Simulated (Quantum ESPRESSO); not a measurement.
# Zr (Zirconium): from the cell to the phonon bands, part 2 of 2

How does Zr (Zirconium) vibrate, and is this structure a minimum?

Quantum ESPRESSO 7.5; DFT LDA, scalar-relativistic, plane waves, PseudoDojo norm-conserving pseudopotentials.

So far. Step 7 (Phonons on a q mesh): The acoustic modes at Γ come out as far as 1.1 cm⁻¹ from zero, where they should vanish, a small numerical error. The relaxed cell has a = 3.147, c = 5.082 Å (conventional setting).

### Step 9. Dispersion (continued)

Force constants by pair (phonopy on the run's constants); pairs near half the supercell's span include their periodic images. Pair force constants, by row:

```
atom  neighbour  distance (Å)  third of the trace (eV/Å²)  along the pair's line (eV/Å²)
 Zr1     itself             0                       6.075                              –
 Zr1         Zr         3.124                     -0.5538                         -1.863
 Zr1         Zr         3.147                     -0.6266                         -1.571
 Zr1         Zr         4.435                      0.2045                         0.2095
 Zr1         Zr         5.082                     -0.0493                         -1.033
 Zr1         Zr         5.438                      0.0062                         0.0876
 Zr1         Zr         5.452                     -0.0165                         0.0423
 Zr1         Zr         5.978                      -0.032                         -0.017
 Zr1         Zr         7.453                      0.0082                         0.0035
 Zr2     itself             0                       6.075                              –
 Zr2         Zr         3.124                     -0.5538                         -1.863
 Zr2         Zr         3.147                     -0.6266                         -1.571
 Zr2         Zr         4.435                      0.2045                         0.2095
 Zr2         Zr         5.082                     -0.0493                         -1.033
 Zr2         Zr         5.438                      0.0062                         0.0876
 Zr2         Zr         5.452                     -0.0165                         0.0423
 Zr2         Zr         5.978                      -0.032                         -0.017
 Zr2         Zr         7.453                      0.0082                         0.0035
```

Harmonic mean-square displacement, third of the trace. Mean-square displacements:

```
T (K)  Zr1 U_eq (Å²)  Zr2 U_eq (Å²)
    0        0.00173        0.00173
  100        0.00344        0.00344
  300        0.00922        0.00922
  600        0.01821        0.01821
```

Mode patterns, pair constants, displacements and means over the zone were worked out by phonopy from the force constants of q2r.x.

All branches are real along the path.

### Step 10. Density of states

Sums over the zone need many more wavevectors than were solved, so the interpolation is sampled on a dense mesh.

File matdyn.in:

```
&input
   asr = 'crystal'
   flfrc = 'x.fc'
   dos = .true.
   fldos = 'x.dos'
   nk1 = 17
   nk2 = 17
   nk3 = 9
   deltaE = 0.3
   la2F = .true.
/
```

Run with:

```sh
$ matdyn.x -in matdyn.in > matdyn.out
```

Wall time 28 s (1 thread of Arm Neoverse V1, shared host).

Numbers from this step:

- share of modes beyond 3i cm⁻¹ on the dense interpolated mesh: 0
- zero-point energy per atom: 23.64 meV
- heat capacity at 300 K: 24.10 J/(mol atoms K)
- vibrational entropy at 300 K: 39.52 J/(mol atoms K)

Tetrahedra. The phonon density of states by wavenumber; read off at these points:

```
wavenumber (cm⁻¹)  phonon density of states (1/cm⁻¹/cell)
              0.0                                       0
              5.0                                  7.7e-5
             10.0                                  3.2e-4
             15.0                                  8.6e-4
             20.0                                 0.00160
             25.0                                 0.00257
             30.0                                 0.00391
             35.0                                 0.00538
             40.0                                 0.00755
             45.0                                 0.00924
             50.0                                  0.0119
             55.0                                  0.0150
             60.0                                   0.019
             65.0                                  0.0244
             70.0                                  0.0312
             75.0                                  0.0409
             80.0                                  0.0653
             85.0                                  0.0525
             90.0                                  0.0474
             95.0                                  0.0421
            100.0                                  0.0389
            105.0                                  0.0359
            110.0                                  0.0336
            115.0                                  0.0280
            120.0                                  0.0242
            125.0                                  0.0333
            130.0                                  0.0382
            135.0                                  0.0401
            140.0                                  0.0428
            141.6                                  0.0430
            145.0                                  0.0366
            150.0                                  0.0374
            155.0                                  0.0425
            160.0                                  0.0484
            160.8                                  0.0512
            165.0                                  0.0351
            170.0                                  0.0468
            172.8                                  0.0791
            175.0                                  0.0599
            180.0                                  0.0564
            185.0                                  0.0585
            186.0                                  0.0616
            190.0                                  0.0502
            195.0                                 0.00962
            200.0                                 0.00598
            205.0                                 0.00367
            210.0                                  3.5e-4
```

Harmonic thermodynamic functions per atom, summed over the density of states scaled to three modes an atom; melting is ignored. Thermodynamic functions:

```
T (K)  F_vib (meV/atom)  S (J/mol-atom/K)  C_V (J/mol-atom/K)
    0             23.64                 0                   0
   50             22.87             5.009               10.01
  100              17.6             15.16               18.77
  200             -6.38             29.93               23.12
  300            -42.68             39.52                24.1
  400            -87.43             46.52               24.46
  500            -138.6                52               24.64
  600            -194.9              56.5               24.73
  700            -255.5             60.31               24.79
  800            -319.7             63.62               24.82
  900            -387.2             66.55               24.85
 1000            -457.6             69.17               24.87
```

At 300 K the heat capacity has reached 97 % of the Dulong-Petit value.

### Step 11. Results

| Quantity | Value |
| --- | --- |
| space group after relaxation | P6_3/mmc |
| volume per atom | 21.8 Å³ |
| highest optical zone-centre mode (no LO-TO term) | 169.6 cm⁻¹ |
| lowest optical zone-centre mode | 63.4 cm⁻¹ |
| q mesh | 3×3×2 |
| lowest mode on the q mesh (acoustic ones at the zone centre apart) | 41.2 cm⁻¹ |
| zero-point energy per atom | 23.6 meV |
| heat capacity at 300 K | 24.1 J/(mol atoms K) |
| vibrational entropy at 300 K | 39.5 J/(mol atoms K) |
| imaginary modes on the q mesh | none |

Zr (Zirconium) is dynamically stable on the 3×3×2 mesh; its spectrum reaches 211 cm⁻¹. At the LDA level the optical modes of Zr (Zirconium) at the zone centre run from 63 to 170 cm⁻¹. Along axes with an odd number of divisions the mesh misses the zone-boundary points at one half, where instabilities often lie; those are only interpolated. These are harmonic frequencies at zero temperature: anharmonic shifts and linewidths and thermal expansion are left out. In a metal the frequencies hang on the k mesh and the smearing, most of all near Kohn anomalies. The λ that matdyn.x prints is not taken as a result: on such q meshes it can be far off, most of all in cells of several atoms.

[Host names and launcher messages were left out of these logs when they were recorded.]

[Logs are printed without paths, hosts, clocks, repeated set-up lines and the standing remarks that a program may print on its own settings, such as how far it seeks lower states.]

[Hosts, paths, dates, database ids (printed as entryN), source tags and the programs' standing remarks are cut or masked in the printed files.]
